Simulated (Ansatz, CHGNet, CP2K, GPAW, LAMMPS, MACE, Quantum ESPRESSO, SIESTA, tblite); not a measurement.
# Which run comes nearest? Amorphous carbon (100 atoms)

Density of this cell: 1.74 g/cm³. The cell holds 100 atoms: 100 C. Its edges and angles: a = 10.470 Å, b = 10.470 Å, c = 10.470 Å, α = 90.0°, β = 90.0°, γ = 90.0°. 100 atoms (100 C) placed at random at 1.74 g/cm³, melted at 5500 K for 10 ps at fixed volume with the LCBOP (Los and Fasolino, Phys. Rev. B 68, 024107 (2003)). Quenched from 5500 K to 300 K at 100 K/ps and fixed volume, held 5 ps.

Geometry: as built.

The reference, a calculation:

```
method                 : Kohn-Sham DFT, PBE, PAW, plane waves (Ansatz 0.2.0); cutoff 420 eV, Γ point, fermi-dirac smearing of 0.05 eV; PAW set soft_2
r.m.s. force component : 1.425 eV/Å
longest force          : 5.513 eV/Å
pressure               : -13.66 GPa
SCF cycles             : 10
time                   : 6.3 s on 8 threads of Arm Neoverse V2, shared host
CPU time               : 45 s
```

**Question.** The same geometry is run in other programs. How far does each lie from the reference, and what does it cost?
- SIESTA PBE, DZP, shift 0.02 Ry, mesh 300 Ry (SIESTA 5.4.2; 2 MPI ranks)
- CP2K revPBE, PBE potentials, DZVP-MOLOPT-SR, 450/50 Ry, diagonalisation (CP2K 2026.2; 4 MPI ranks)
- QE PBE, sssp-1.3.0-efficiency, 45/360 Ry (Quantum ESPRESSO 7.5; 2 MPI ranks)
- SIESTA PBE, DZ, shift 0.01 Ry, mesh 300 Ry (SIESTA 5.4.2; 1 thread)
- MACE MPA-0 medium potential (MACE MPA-0 medium; 1 thread)
- QE PBE, sssp-1.3.0-efficiency, 20/160 Ry (Quantum ESPRESSO 7.5; 2 MPI ranks)
- GPAW revPBE, LCAO dzp, h 0.2 Å (GPAW 26.7.0; 2 MPI ranks)
- CP2K PBE, SZV-MOLOPT-SR, 450/50 Ry, diagonalisation (CP2K 2026.2; 1 thread)
- MACE MP-0b2 small potential (MACE MP-0b2 small; 1 thread)
- CHGNet 0.3.0 potential (CHGNet 0.3.0; 1 thread)

Differences are against the plane-wave reference, forces as r.m.s. over components; share is that over the reference's r.m.s. force, slope the least-squares factor from reference forces to these. Total energies of different programs have different zeros and aren't compared.

```csv
run,"Δ force, r.m.s. (meV/Å)",share (%),slope,Δ pressure (GPa),cores,CPU time,memory (GiB)
reference,-,-,-,-,8,45 s,1.3
"SIESTA PBE, DZP, shift 0.02 Ry, mesh 300 Ry",190,13.3,1.034,0.980,2,3.3 min,1.2
"CP2K revPBE, PBE potentials, DZVP-MOLOPT-SR, 450/50 Ry, diagonalisation",39.5,2.77,1.015,1.19,4,5.1 min,2.8
"QE PBE, sssp-1.3.0-efficiency, 45/360 Ry",5.54,0.389,1.001,0.0379,2,5.2 min,2.8
"SIESTA PBE, DZ, shift 0.01 Ry, mesh 300 Ry (coarse)",278,19.5,1.079,5.94,1,1.7 min,0.74
MACE MPA-0 medium potential,803,56.4,0.508,3.17,1,7 s,1.2
"QE PBE, sssp-1.3.0-efficiency, 20/160 Ry (coarse)",347,24.3,1.046,-28.4,2,2 min,0.89
"GPAW revPBE, LCAO dzp, h 0.2 Å",189,13.3,1.023,-,2,3.2 min,1.4
"CP2K PBE, SZV-MOLOPT-SR, 450/50 Ry, diagonalisation (coarse)",517,36.3,1.304,5.19,1,3 min,1.8
MACE MP-0b2 small potential,843,59.1,0.466,4.80,1,5.3 s,0.67
CHGNet 0.3.0 potential,877,61.5,0.530,0.801,1,3.7 s,1.8
```

Rows marked coarse were listed beforehand as settings not expected to be converged; some can still land near the reference.

Times of the machine-learned potentials are mostly Python's start and the loading of weights.

CPU time is summed over cores on a shared host, where runs went side by side, so it is rough. Symmetry, cutoffs, thresholds, outputs and thread counts weren't matched or tuned between programs; memory under MPI is the largest rank's times the ranks.

PBE on plane waves or a grid with other potentials, cutoffs or grids, coarse settings apart, differs from the reference by 0.39 % (QE PBE, sssp-1.3.0-efficiency, 45/360 Ry) of the r.m.s. force; this holds the reference's own error, so differences of a few per cent don't tell which side is nearer the exact PBE result (QE's 45 Ry are 612 eV, against the reference's 420 eV). The PBE run in local orbitals, coarse settings apart, differs by 13 % (SIESTA PBE, DZP, shift 0.02 Ry, mesh 300 Ry); basis, grid and potentials can all enter. Machine-learned potentials differ by 56 % (MACE MPA-0 medium potential) to 62 % (CHGNet 0.3.0 potential); they were trained on other programs' data. The cause of differences this large wasn't tested. Among those trained on PBE data the slope goes as low as 0.47, with a correlation of 0.88, so directions differ as well as sizes. Rows with another functional or a dispersion term differ by 2.8 % (CP2K revPBE, PBE potentials, DZVP-MOLOPT-SR, 450/50 Ry, diagonalisation) to 13 % (GPAW revPBE, LCAO dzp, h 0.2 Å), which mixes the change of model with differences of basis and potentials, some of them made for another functional. Machine-learned potentials mimic data converged in k, so the reference's own k-point error enters their differences. The network of bonds at the start is that of the classical potential that made the cell, and needn't be the one that DFT or experiment would give. The electronic-structure runs sample only Γ, in a cell whose shortest periodic width is 10 Å, which is coarse for a cell with partly filled levels.

[Logs are printed without paths, hosts, clocks, repeated set-up lines and the standing remarks that a program may print on its own settings, such as how far it seeks lower states.]

[Hosts, paths, dates, database ids (printed as entryN), source tags and the programs' standing remarks are cut or masked in the printed files.]
